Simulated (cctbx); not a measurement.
## Diagnosing a refinement

Cell a = 6.2320 Å, b = 6.2320 Å, c = 10.6730 Å, α = 90.00°, β = 90.00°, γ = 90.00°; space group I4/mcm (no. 140).

Simulated single-crystal data (cctbx): Cu Kα, λ = 1.54184 Å, to d = 0.83 Å, 95 % of the full sphere, strongest reflection 5000 counts, noise from counting, a 2 % proportional error and a noise floor of 4 counts (s.d.); no absorption.

An anisotropic refinement with weights 1/σ² prints:

```text
Rint 0.029, 119 unique reflections to 0.83 A
cycle     R1     wR2    GooF  max shift (A)
   1  0.0126  0.0258   1.453   0.00138
   2  0.0088  0.0189   1.063   0.00000
final R1 0.0088 wR2 0.0189 GooF 1.063  parameters 11  data/parameter 10.8
atom        x        y        z      Ueq    occ   su(xyz)  su(Uiso or U11)
Cs1    0.00000  0.00000  0.25000   0.0072  1.000  0.00000  0.0002
Ru1    0.00000  0.50000  0.00000   0.0089  1.000  0.00000  0.0002
F1     0.16231  0.33769  0.37593   0.0136  1.000  0.00028  0.0006
difference map: max 0.50 min -0.47 rms 0.12
Q1    0.0975  0.4025  0.0000    8    0.50  0.86 A from Ru1
Q2    0.1043  0.3957  0.3338   16    0.48  0.68 A from F1
Q3    0.0898  0.2964  0.1473   32    0.39  1.61 A from F1
Q4    0.1291  0.2267  0.5000   16    0.39  1.51 A from F1
Q5    0.0634  0.4366  0.2182   16    0.37  1.83 A from F1
Q6    0.2178  0.2822  0.3587   16    0.36  0.52 A from F1
```

**Question.** Can this result stand? If not, what is the likely fault?

Mend it. The fault: wrong element: Cs1 is Ba. Against the right model at the same level, R1 goes from 0.0079 to 0.0088 and GooF from 0.90 to 1.06. Cs1 has 1 electron too few and its U shrinks to make up, as expected (near an absorption edge f′ can widen the mismatch well beyond the difference in Z). The signs are weak, and the output alone doesn't single this fault out.

The compound is BaRuF4. The right model at the same level gives:

```text
Rint 0.029, 119 unique reflections to 0.83 A
cycle     R1     wR2    GooF  max shift (A)
   1  0.0081  0.0162   0.910   0.00008
   2  0.0079  0.0159   0.897   0.00000
final R1 0.0079 wR2 0.0159 GooF 0.897  parameters 11  data/parameter 10.8
atom        x        y        z      Ueq    occ   su(xyz)  su(Uiso or U11)
Ba1    0.00000  0.00000  0.25000   0.0079  1.000  0.00000  0.0001
Ru1    0.00000  0.50000  0.00000   0.0084  1.000  0.00000  0.0002
F1     0.16246  0.33754  0.37592   0.0132  1.000  0.00024  0.0005
difference map: max 0.54 min -0.40 rms 0.11
Q1    0.0945  0.4055  0.0000    8    0.55  0.83 A from Ru1
Q2    0.1055  0.3945  0.3335   16    0.48  0.68 A from F1
Q3    0.1320  0.2301  0.5000   16    0.37  1.50 A from F1
Q4    0.0877  0.2934  0.1483   32    0.34  1.60 A from F1
Q5    0.0667  0.4333  0.2174   16    0.33  1.84 A from F1
Q6    0.2192  0.2808  0.3569   16    0.32  0.54 A from F1
```

The model is made up (kin elements in a known structure type, no relaxation), so it says nothing on whether the phase exists.

[Middle refinement cycles are left out of these outputs.]

[Logs are printed without paths, hosts, clocks, repeated set-up lines and the standing remarks that a program may print on its own settings, such as how far it seeks lower states.]
